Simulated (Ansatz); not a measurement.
# Binding curve of twisted graphene bilayer, 46.83° (76 atoms)

The cell holds 76 atoms: 76 C. Its edges and angles: a = 10.723 Å, b = 10.723 Å, c = 15.530 Å, α = 90.0°, β = 90.0°, γ = 120.0°. It derives from C (graphene). The starting structure: Graphene (a = 2.46 Å) under graphene (a = 2.46 Å), bilayer, commensurate cell of 19 unit cells a layer, twist 46.83 deg; facing planes 3.53 Å apart as built; 12 Å of vacuum; minimised with a classical potential. Regions: layer 1, 38 atoms (38 C); layer 2, 38 atoms (38 C). Vacuum lies along c.

Calculated with Ansatz 0.2.0: Kohn-Sham DFT, PBE+D4, PAW (set soft_2), plane waves; cutoff 420 eV, k-mesh 3×3×1, gaussian smearing of 0.05 eV. The upper part is moved rigidly along the normal by z from its relaxed place. Energies are the whole cell less its two frozen parts, over the face of 99.58 Å².

```
shift z (Å)  interaction energy (meV/Å²)
       -0.3                       -13.76
       +0.0                       -18.76
       +0.3                       -17.02
       +0.8                       -11.30
       +1.6                            ?
       +3.0                       -1.078
```

**Question.** Fit the universal binding curve to the rows given and interpolate to the withheld row.

**Working.**

The universal binding curve is E(z) = −D (1 + z/l) exp(−z/l), whose curvature at z = 0 is D/l². The depth is D = 18.76 meV/Å². The three points about zero give the curvature [E(+0.3) + E(−0.3) − 2E(0)] / 0.3² = 74.73 meV/Å⁴, so l = √(D / curvature) = 0.501 Å. At z = 1.6 Å, z/l = 3.194.

Prediction at +1.6: -3.226 meV/Å². The run gave -4.897 meV/Å², so the fit is high by 1.7 meV/Å² (34 % of the value).

At the last row, z = 3 Å, the curve gives -0.329 against -1.08 meV/Å² computed. Among the rows given, the largest miss of the fit is at +0.8, by 1.4 meV/Å² (8.1 % of the range of the table).

Limits: The parts are rigid, and they also feel their periodic images through the vacuum.

[Long decimals in the printed logs are rounded to 6 places.]

[Logs are printed without paths, hosts, clocks, repeated set-up lines and the standing remarks that a program may print on its own settings, such as how far it seeks lower states.]

[Hosts, paths, dates, database ids (printed as entryN), source tags and the programs' standing remarks are cut or masked in the printed files.]
